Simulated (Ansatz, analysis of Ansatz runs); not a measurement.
# Interstitial H+ in rutile SnO2: local vibrational mode against experiment

How near does this set-up come to the measured local vibrational mode? Subject: interstitial H+ in rutile SnO2. Set-up: HSE06, 24-site cell, PBE lattice, 420 eV, k: the zone centre alone. The model is a cell of 24 host atoms with 1 H put in. The frequencies come from force constants among the defect atom and its neighbours, with the masses of the isotopes named. Exact exchange opens the gap, stiffens bonds and lessens the self-interaction error, at many times the cost.

**The experiment.** O-H stretch, 1H: 3156.1 cm⁻¹ at 4.2 K, by polarized FTIR absorption (“Hydrogen impurities and shallow donors in SnO2 studied by infrared spectroscopy”, 2011, F. Bekisli et al.). O-D stretch, 2H: 2360.4 cm⁻¹ at 4.2 K, by polarized FTIR absorption (“Hydrogen impurities and shallow donors in SnO2 studied by infrared spectroscopy”, 2011, F. Bekisli et al.). The runs below try to reproduce this.

Program: Ansatz 0.2.0. Level of theory: plane-wave PAW DFT, HSE06; relaxation of all atoms of a defect supercell. Results are calculated unless marked as measured.

## 1. The structure

The cell holds 25 atoms: 8 Sn, 16 O and 1 H. Its edges and angles: a = 6.826 Å, b = 6.826 Å, c = 6.477 Å, α = 90.0°, β = 90.0°, γ = 90.0°. It derives from SnO2 (space group P4_2/mnm). Nearest the centre at fractional (0.648, 0.307, 0.250): H25 at 0.00 Å, O8 at 1.01 Å, Sn14 at 2.32 Å, Sn2 at 2.32 Å, Sn4 at 2.33 Å, O6 at 2.35 Å, O18 at 2.35 Å, O11 at 2.53 Å. The cell carries charge +1.

The host's primitive cell comes from a first run (plane-wave PAW DFT, PBE; relaxation of the host's cell and atoms): vectors of 4.827, 4.827 and 3.238 Å. That is 12.57 Å³ an atom, 5.5 % over the diffraction cell's volume. The supercell is built on it.

## 2. Relaxation, charge +1

Every later number rests on the structure around the defect, so the atoms are relaxed at the host's lattice first.

Input file relax/input.yaml:

```yaml
relax:
  f_tol: 0.01
  max_steps: 80
  random_displacement: { amplitude: 0.02, seed: 693 }
crystal:
  lattice:
    - [4.82691784, 4.82691784, 0.0]
    - [-4.82691784, 4.82691784, 0.0]
    - [0.0, 0.0, 6.47657049]
  atoms:
    - { symbol: Sn, position: [0.0, 0.0, 0.0] }
    - { symbol: Sn, position: [0.5, 0.5, 0.0] }
    - { symbol: Sn, position: [0.0, 0.5, 0.25] }
    - { symbol: Sn, position: [0.5, 0.0, 0.25] }
    - { symbol: O, position: [0.306570869, 0.0, 0.0] }
    - { symbol: O, position: [0.806570869, 0.5, 0.0] }
    - { symbol: O, position: [0.0, 0.806570869, 0.25] }
    - { symbol: O, position: [0.5, 0.306570869, 0.25] }
    - { symbol: O, position: [0.193429131, 0.5, 0.0] }
    - { symbol: O, position: [0.693429131, 0.0, 0.0] }
    - { symbol: O, position: [0.0, 0.193429131, 0.25] }
    - { symbol: O, position: [0.5, 0.693429131, 0.25] }
    - { symbol: Sn, position: [0.0, 0.0, 0.5] }
    - { symbol: Sn, position: [0.5, 0.5, 0.5] }
    - { symbol: Sn, position: [0.0, 0.5, 0.75] }
    - { symbol: Sn, position: [0.5, 0.0, 0.75] }
    - { symbol: O, position: [0.306570869, 0.0, 0.5] }
    - { symbol: O, position: [0.806570869, 0.5, 0.5] }
    - { symbol: O, position: [0.0, 0.806570869, 0.75] }
    - { symbol: O, position: [0.5, 0.306570869, 0.75] }
    - { symbol: O, position: [0.193429131, 0.5, 0.5] }
    - { symbol: O, position: [0.693429131, 0.0, 0.5] }
    - { symbol: O, position: [0.0, 0.193429131, 0.75] }
    - { symbol: O, position: [0.5, 0.693429131, 0.75] }
    - { symbol: H, position: [0.647749, 0.3071, 0.25] }
total_charge: 1
basis:
  ecutwfc: 420
  xc_grid: 2
hamiltonian:
  xc: hse06
kpoints:
  mp_grid: { grid: [1, 1, 1] }
scf:
  occupations: { method: fermi_dirac, width: 0.01 }
  max_iter: 120
output:
  forces: true
checkpoint:
  write: "../relax.run"
  compress: false
  write_wavefunctions: true
  write_every: 100000
```

Command:

```console
$ ansatz run input.yaml --threads 2 --pin off --max-ram 3768MiB --backend cpu --events-out ev --progress --plain --runs-dir out
```

Numbers of over 12 decimals in the logs are rounded to 6 here.

Log:

```text
[... repeated set-up lines and file paths are left out, and long positions are rounded to six places ...]
exact exchange: scf.exx.singularity resolves to wigner_seitz, which cuts the screened interaction at the faces of the exchange supercell's Wigner-Seitz cell, so that each pair interacts once, at the shortest of its separations (the periodic images that this [...]
Engine: ansatz 0.2.0, x86_64-unknown-linux-gnu
Pseudopotentials: kind: paw
Pseudopotential: Sn, paw, valence charge 14, recommended cutoff 420 eV (normal), Sn.paw.azcp
Pseudopotential: O, paw, valence charge 6, recommended cutoff 420 eV (normal), O.paw.azcp
Pseudopotential: H, paw, valence charge 1, recommended cutoff 420 eV (normal), H.paw.azcp
Functional definition: HSE06
  parameter a = 0.25
  parameter omega = 0.11/bohr
  exchange = pbe_x - a*pbe_x_sr(omega) + a*exact_x_sr(omega)
  correlation = pbe_c
Crystal: 25 atoms, lattice volume = 301.797 Å³
Basis set: ecut = 420 eV, 5945 PW (Γ), exchange–correlation on 96×96×90 points (8 copies of the dense FFT grid, shifted against one another)
Bands: 129, of which v1, the nominal top of the filled ones, is band 104 counted from 1 (103 counted from 0)
Symmetry: 1 space group operations
k-points: 1
Non-local potential: Sn, projectors of the file, l = 0: 2, l = 1: 2, l = 2: 2, l = 3: 2
Non-local potential: O, projectors of the file, l = 0: 2, l = 1: 2, l = 2: 1
Non-local potential: H, projectors of the file, l = 0: 2, l = 1: 1
PAW form: soft (Blöchl's): semilocal exchange-correlation on the pseudo side does not see the compensation charge
PAW frozen core: Sn, regenerated for the run's functional, and the local potential with it (the file was generated under x = pbe(κ = 0.804, μ = 0.219515), c = pbe(β = 0.066725))
PAW frozen core: O, regenerated for the run's functional, and the local potential with it (the file was generated under x = pbe(κ = 0.804, μ = 0.219515), c = pbe(β = 0.066725))
PAW one-centre angular grid: Sn, 590 points (default); XC on 64 Gauss nodes
PAW one-centre angular grid: O, 110 points (default); XC on 96 Gauss nodes
PAW one-centre angular grid: H, 110 points (default); XC on 64 Gauss nodes
Initial density: superposition of atomic densities (neutral atoms scaled as one to the charged cell's electrons: chi_scale 0, normalization atom), corrected by the library's trained network
Initial wavefunctions: pseudopotential atomic-orbital guess
Functional: x = pbe(κ = 0.804, μ = 0.219515), c = pbe(β = 0.066725), warm-up for x = pbe(κ = 0.804, μ = 0.219515) + 0.25 (exact − pbe) at short range (hse, ω = 0.207870 Å⁻¹), c = pbe(β = 0.066725); [...]
SCF iter   1: F=—  HF=-57294.369484 eV  |F-HF|=—  |Δ(HF+E_count)|=         —  Δρ=1.62e-2  dr2=5.30e-1  ethr=1.77e-3  ⟨swp⟩=7.0  Hψ=576  notcnv=0
preconditioner: auto → none  [insulator: Δε(μ)=0.578 eV  Ē_g=19.380 eV  σ=0.010 eV  W_gap=1.00  n_scr=80 (ndim 8)  ℏωp=30.8 eV  f_vac=0.031  D(μ)=0.00/eV (n_scr^D=0)]
SCF iter   2: F=—  HF=-57294.196253 eV  |F-HF|=—  |Δ(HF+E_count)|=   1.73e-1  Δρ=6.82e-3  dr2=9.47e-2  ethr=2.55e-4  ⟨swp⟩=7.0  Hψ=364  notcnv=0  defer=2
SCF iter   3: F=—  HF=-57294.176742 eV  |F-HF|=—  |Δ(HF+E_count)|=   1.95e-2  Δρ=3.44e-3  dr2=3.28e-2  ethr=4.55e-5  ⟨swp⟩=8.0  Hψ=393  notcnv=0  defer=1
SCF iter   4: F=—  HF=-57294.168649 eV  |F-HF|=—  |Δ(HF+E_count)|=   8.09e-3  Δρ=1.51e-3  dr2=6.19e-3  ethr=1.58e-5  ⟨swp⟩=7.0  Hψ=361  notcnv=0  defer=1
iter 5 solved again at ethr=2.80e-7 eV; its pass at ethr=2.98e-6 eV (dr2=5.82e-4 eV) is discarded
SCF iter   5: F=—  HF=-57294.167291 eV  |F-HF|=—  |Δ(HF+E_count)|=   1.36e-3  Δρ=5.26e-4  dr2=5.89e-4  ethr=2.80e-7  ⟨swp⟩=3.0  Hψ=578  notcnv=0  defer=1
SCF iter   6: F=—  HF=-57294.167166 eV  |F-HF|=—  |Δ(HF+E_count)|=   1.24e-4  Δρ=1.69e-4  dr2=5.76e-5  ethr=2.80e-7  ⟨swp⟩=5.0  Hψ=265  notcnv=0  defer=1
SCF iter   7: F=—  HF=-57294.167164 eV  |F-HF|=—  |Δ(HF+E_count)|=   2.12e-6  Δρ=4.75e-5  dr2=3.61e-6  ethr=2.77e-8  ⟨swp⟩=5.0  Hψ=285  notcnv=0  defer=1
SCF iter   8: F=—  HF=-57294.167170 eV  |F-HF|=—  |Δ(HF+E_count)|=   5.29e-6  Δρ=2.71e-5  dr2=1.82e-6  ethr=1.73e-9  ⟨swp⟩=5.0  Hψ=345  notcnv=0  defer=1
SCF iter   9: F=—  HF=-57294.167170 eV  |F-HF|=—  |Δ(HF+E_count)|=   3.39e-7  Δρ=9.34e-6  dr2=2.33e-7  ethr=8.76e-10  ⟨swp⟩=5.0  Hψ=279  notcnv=0  defer=1
SCF iter  10: F=-57294.167170 eV  HF=-57294.167170 eV  |F-HF|=1.70e-8  |Δ(HF+E_count)|=   3.88e-8  Δρ=3.55e-6  dr2=2.45e-8  ethr=1.12e-10  ⟨swp⟩=4.0  Hψ=298  notcnv=0
SCF 1 converged in 10 iterations: F = -57294.167170 eV  dr2 = 2.45e-8
  greatest PAW one-centre occupation: 0.996 electrons in one spin orbital (limit 2), on the Sn atom at site 2 (counted from 0), in its partial waves of l = 2
Initial density: handed on by an earlier stage of this run
Initial wavefunctions: those handed on with the density
Functional: x = pbe(κ = 0.804, μ = 0.219515) + 0.25 (exact − pbe) at short range (hse, ω = 0.207870 Å⁻¹), c = pbe(β = 0.066725); HSE06 as pw.x's `hse` composes it (authors' and Libxc's form: `xc: wpbeh`)
Exchange kernel: α = 0.2500, screened, ω = 0.2079 Å⁻¹, Wigner–Seitz truncation, v(0) = 661.4558 eV·Å³, q-mesh 1×1×1, nearest image of the exchange supercell L = 6.48 Å, pair-density grid 36×36×32, without the augmentation charges, whose exchange is taken in [...]
Frozen-core exchange: fock
iter 1 solved again at ethr=7.91e-5 eV; its pass at ethr=1.00e-1 eV (dr2=1.64e-1 eV) is discarded
SCF iter   1: F=—  HF=-57324.418722 eV  |F-HF|=—  |Δ(HF+E_count)|=         —  Δρ=1.02e-2  dr2=2.15e-1  ethr=7.91e-5  ⟨swp⟩=6.0  Hψ=724  notcnv=0
SCF iter   2: F=—  HF=-57324.361681 eV  |F-HF|=—  |Δ(HF+E_count)|=   5.70e-2  Δρ=5.63e-3  dr2=4.55e-2  ethr=7.91e-5  ⟨swp⟩=4.0  Hψ=318  notcnv=0
SCF iter   3: F=—  HF=-57324.450202 eV  |F-HF|=—  |Δ(HF+E_count)|=   8.85e-2  Δρ=3.00e-3  dr2=2.31e-2  ethr=1.64e-5  ⟨swp⟩=6.0  Hψ=379  notcnv=0
SCF iter   4: F=—  HF=-57324.443611 eV  |F-HF|=—  |Δ(HF+E_count)|=   6.59e-3  Δρ=3.71e-4  dr2=7.35e-4  ethr=1.07e-5  ⟨swp⟩=4.0  Hψ=299  notcnv=0
SCF iter   5: F=—  HF=-57324.445517 eV  |F-HF|=—  |Δ(HF+E_count)|=   1.91e-3  Δρ=4.89e-4  dr2=6.45e-4  ethr=1.87e-7  ⟨swp⟩=6.0  Hψ=456  notcnv=0
SCF iter   6: F=—  HF=-57324.445363 eV  |F-HF|=—  |Δ(HF+E_count)|=   1.54e-4  Δρ=1.38e-4  dr2=5.27e-5  ethr=1.87e-7  ⟨swp⟩=4.0  Hψ=310  notcnv=0
SCF iter   7: F=-57324.445323 eV  HF=-57324.445349 eV  |F-HF|=2.62e-5  |Δ(HF+E_count)|=   1.45e-5  Δρ=4.59e-5  dr2=7.58e-6  ethr=2.34e-8  ⟨swp⟩=4.0  Hψ=270  notcnv=0
SCF 2 stopped early in 7 iterations: F = -57324.445323 eV  dr2 = 7.58e-6
  Residual-converged pass: ⟨swp⟩=4.0  Hψ=385  notcnv=0  max |occ|·‖R‖ = 5.2e-6 eV (tolerance 6.7e-6 eV)  dr2=7.72e-6  dr2_onsite=9.99e-7  max |Δocc| = 0.0e0
[...]
[... the SCF cycles and remarks between the steps are left out from here to the last step ...]
relax step   2: F+E_penalty+E_count = -57325.54074126 eV  Δ(F+E_penalty+E_count) = -1.099e0 eV  max|allowed force component| = 9.892e-1 eV/Å  Δτ_max = 0.1986 Å  (17 SCF iters, dr2 threshold 1.00e-4 eV, accepted)
relax step   3: F+E_penalty+E_count = -57325.53608741 eV  Δ(F+E_penalty+E_count) = +4.654e-3 eV  max|allowed force component| = 2.124e0 eV/Å  Δτ_max = 0.2000 Å  (21 SCF iters, dr2 threshold 6.12e-5 eV, rejected (line search))
relax step   4: F+E_penalty+E_count = -57325.70778403 eV  Δ(F+E_penalty+E_count) = -1.670e-1 eV  max|allowed force component| = 1.324e-1 eV/Å  Δτ_max = 0.1000 Å  (27 SCF iters, accepted)
relax step   5: F+E_penalty+E_count = -57325.71301355 eV  Δ(F+E_penalty+E_count) = -5.230e-3 eV  max|allowed force component| = 1.384e-1 eV/Å  Δτ_max = 0.0518 Å  (19 SCF iters, dr2 threshold 1.10e-6 eV, accepted)
relax step   6: F+E_penalty+E_count = -57325.71703923 eV  Δ(F+E_penalty+E_count) = -4.026e-3 eV  max|allowed force component| = 4.770e-2 eV/Å  Δτ_max = 0.0318 Å  (19 SCF iters, dr2 threshold 1.20e-6 eV, accepted)
relax step   7: F+E_penalty+E_count = -57325.71734893 eV  Δ(F+E_penalty+E_count) = -3.097e-4 eV  max|allowed force component| = 6.206e-3 eV/Å  Δτ_max = 0.0069 Å  (18 SCF iters, dr2 threshold 2.70e-7 eV, accepted)
iter 1 solved again at ethr=1.00e-12 eV; its pass at ethr=1.00e-1 eV (dr2=3.11e-11 eV) is discarded
SCF iter   1: F=—  HF=-57325.717349 eV  |F-HF|=—  |Δ(HF+E_count)|=         —  Δρ=1.75e-7  dr2=5.20e-11  ethr=1.58e-12 (applied; sched 1.00e-12)  ⟨swp⟩=11.0  Hψ=480  notcnv=0
SCF iter   2: F=-57325.717349 eV  HF=-57325.717349 eV  |F-HF|=1.46e-11  |Δ(HF+E_count)|=  7.28e-12  Δρ=8.74e-8  dr2=1.79e-11  ethr=1.05e-12 (applied; sched 1.00e-12)  ⟨swp⟩=2.0  Hψ=233  notcnv=0
SCF 24 converged in 2 iterations: F = -57325.717349 eV  dr2 = 1.79e-11
  Residual-converged pass: ⟨swp⟩=2.0  Hψ=130  notcnv=0  max |occ|·‖R‖ = 6.5e-6 eV (tolerance 6.7e-6 eV)  dr2=1.85e-11  dr2_onsite=1.80e-12  max |Δocc| = 0.0e0
hybrid outer 1: dexx = +2.274e-12 eV, tail = 3.07e-11 eV
SCF iter   1: F=—  HF=-57325.717349 eV  |F-HF|=—  |Δ(HF+E_count)|=         —  Δρ=1.05e-7  dr2=2.36e-11  ethr=1.52e-12 (applied; sched 1.00e-12)  ⟨swp⟩=11.0  Hψ=337  notcnv=0
SCF iter   2: F=-57325.717349 eV  HF=-57325.717349 eV  |F-HF|=7.28e-12  |Δ(HF+E_count)|=  7.28e-12  Δρ=6.00e-8  dr2=8.71e-12  ethr=1.05e-12 (applied; sched 1.00e-12)  ⟨swp⟩=2.0  Hψ=233  notcnv=0
SCF 25 converged in 2 iterations: F = -57325.717349 eV  dr2 = 8.71e-12
  Residual-converged pass: ⟨swp⟩=5.0  Hψ=393  notcnv=0  max |occ|·‖R‖ = 7.1e-9 eV (tolerance 1.0e-8 eV)  dr2=1.19e-11  dr2_onsite=8.03e-13  max |Δocc| = 0.0e0
hybrid outer 2: dexx = +2.274e-12 eV, tail = 1.90e-11 eV, Δε = 2.29e-6 eV (about 4.69e-6 eV left of the loop's levels), ΔF = 5.61e-6 eV/Å (tail 1.65e-4)
relax step   8: F+E_penalty+E_count = -57325.71734893 eV  Δ(F+E_penalty+E_count) = -1.455e-11 eV  max|allowed force component| = 6.202e-3 eV/Å  Δτ_max = 0.0000 Å  (4 SCF iters, accepted)
hybrid SCF converged: 2 outer / 4 inner (+0 warm-up), last move |dexx| = 2.27e-12 eV, tail = 1.90e-11 eV
Stability not checked: this state was not tested for a lower state beside it, because the functional holds exact exchange (a hybrid, or Hartree-Fock), whose exchange loop this test does not read (fock_operator; see scf.lower_state_search)
Free energy (F): -57325.717349 eV
Harris-Foulkes:  -57325.717349 eV  (|F-HF|=7.28e-12)
Internal energy: -57325.717349 eV  (E = F + TS)
E sigma→0 (E₀):  -57325.717349 eV
Fermi energy:    8.756263 eV
--- Per-component energies (eV) ---
  E_band       = -1024.930017
  E_kinetic    = 4329.027783
  E_local      = -11829.340671  (includes V_loc(G=0)·N_el)
  E_nonlocal   = 513.357501
  E_hartree    = 6110.957199
  E_xc         = -3322.024407
  E_vxc        = -1783.115593  (∫ρ·V_xc dr)
  E_exx        = -607.155197  (= α·E_x^exact, valence–valence)
  E_paw        = -36046.298022  (= ΣΔE_a)
  E_vpaw       = -3262.501068  (= ΣTr[D̂ρ^β])
  E_aug_tail   = 0.038027  (compensation charges beyond the density's cutoff)
  E_ewald      = -16475.923988
  E_core_change = 1.644426  (= ΣΔE_core)
  E_smearing   = -0.000000  (= −TS)
  E_closure    = 0.000000  (closes the sum)
  E_deformation_potential = 17.035997  (in the stress; not in F)
  Σ components = -57325.717349   (vs F -57325.717349, Δ=-7.28e-12)
--- Forces (eV/Å), atoms counted from 1 ---
  atom   1  Sn    -0.00082221    -0.00302992     0.00002095
  atom   2  Sn     0.00357942    -0.00117938    -0.00012000
  atom   3  Sn    -0.00126591    -0.00020399     0.00004734
  atom   4  Sn     0.00034954     0.00023508     0.00002191
  atom   5  O     -0.00134898    -0.00178640    -0.00022158
  atom   6  O      0.00097894     0.00208482     0.00225534
  atom   7  O      0.00079994    -0.00169732     0.00004980
  atom   8  O     -0.00620254     0.00165585     0.00015109
  atom   9  O     -0.00104107    -0.00030871     0.00090342
  atom  10  O      0.00093689    -0.00017565    -0.00161154
  atom  11  O     -0.00067047     0.00389112    -0.00000030
  atom  12  O      0.00243385    -0.00221277    -0.00000397
  atom  13  Sn    -0.00054130    -0.00307036    -0.00000795
  atom  14  Sn     0.00362157    -0.00110326     0.00018852
  atom  15  Sn    -0.00117370    -0.00141678    -0.00008383
  atom  16  Sn     0.00000321     0.00229619    -0.00003979
  atom  17  O     -0.00132115    -0.00189401     0.00027178
  atom  18  O      0.00078457     0.00218102    -0.00229765
  atom  19  O      0.00120068    -0.00117852     0.00003849
  atom  20  O     -0.00177898     0.00187841     0.00006100
  atom  21  O     -0.00094924    -0.00042651    -0.00090724
  atom  22  O      0.00079664    -0.00018949     0.00158590
  atom  23  O      0.00018721     0.00191268    -0.00000854
  atom  24  O      0.00100777     0.00215598    -0.00007566
  atom  25  H      0.00042528     0.00159618    -0.00021080
  max |Σ_I F_I| component: 1.42e-5 eV/Å
--- Band table (eV) ---
  k-point 0: bands = ["-15.1668", "-15.1434", "-14.6812", "-14.6596", [... 109 left out ...] "15.5688", "16.5188", "16.5882", "17.6144"]
  guard bands above this table: 12 of the run's 129 bands. The solve was not asked for them (output.publish_guard_bands: true or output.eigenvalues: true publishes all)
--- Relaxed structure (8 steps of the walk, 7 accepted, 0 SCFs on fresh bases) ---
  F+E_penalty+E_count = -57325.71734893 eV   max|allowed force component| = 6.202e-3 eV/Å
  atoms:
    - { symbol: Sn, position: [-0.006594, 0.001445, -0.001425] }
    - { symbol: Sn, position: [0.500955, 0.507489, -0.009766] }
    - { symbol: Sn, position: [0.004039, 0.507396, 0.249459] }
    - { symbol: Sn, position: [0.490630, -0.022689, 0.249458] }
    - { symbol: O, position: [0.302696, 0.008479, 0.002772] }
    - { symbol: O, position: [0.807366, 0.507084, -0.000145] }
    - { symbol: O, position: [0.005482, 0.811812, 0.249459] }
    - { symbol: O, position: [0.541420, 0.298581, 0.249460] }
    - { symbol: O, position: [0.196245, 0.492425, 0.001474] }
    - { symbol: O, position: [0.684389, -0.008231, 0.000781] }
    - { symbol: O, position: [-0.029332, 0.197611, 0.249458] }
    - { symbol: O, position: [0.490234, 0.677561, 0.249459] }
    - { symbol: Sn, position: [-0.006595, 0.001449, 0.500342] }
    - { symbol: Sn, position: [0.500952, 0.507490, 0.508684] }
    - { symbol: Sn, position: [0.001003, 0.500459, 0.749460] }
    - { symbol: Sn, position: [0.494090, 0.005417, 0.749459] }
    - { symbol: O, position: [0.302697, 0.008486, 0.496144] }
    - { symbol: O, position: [0.807366, 0.507071, 0.499063] }
    - { symbol: O, position: [0.003393, 0.807551, 0.749457] }
    - { symbol: O, position: [0.502769, 0.312676, 0.749459] }
    - { symbol: O, position: [0.196244, 0.492434, 0.497445] }
    - { symbol: O, position: [0.684391, -0.008235, 0.498136] }
    - { symbol: O, position: [-0.007829, 0.193265, 0.749460] }
    - { symbol: O, position: [0.491254, 0.699577, 0.749460] }
    - { symbol: H, position: [0.684094, 0.280038, 0.249475] }
```

The job ended after 98 s (2 threads of AMD EPYC 9R14 (Zen 4), shared host; peak memory 0.78 GiB; 3.1 min of CPU time).

(Continued in part 2 of 2.)

[Logs are printed without paths, hosts, clocks, repeated set-up lines and the standing remarks that a program may print on its own settings, such as how far it seeks lower states.]

[Hosts, paths, dates, database ids (printed as entryN), source tags and the programs' standing remarks are cut or masked in the printed files.]

[For some hosts the program warned that the k-mesh of the response run may be too coarse for force constants and the static dielectric constant; such warnings are not shown here.]
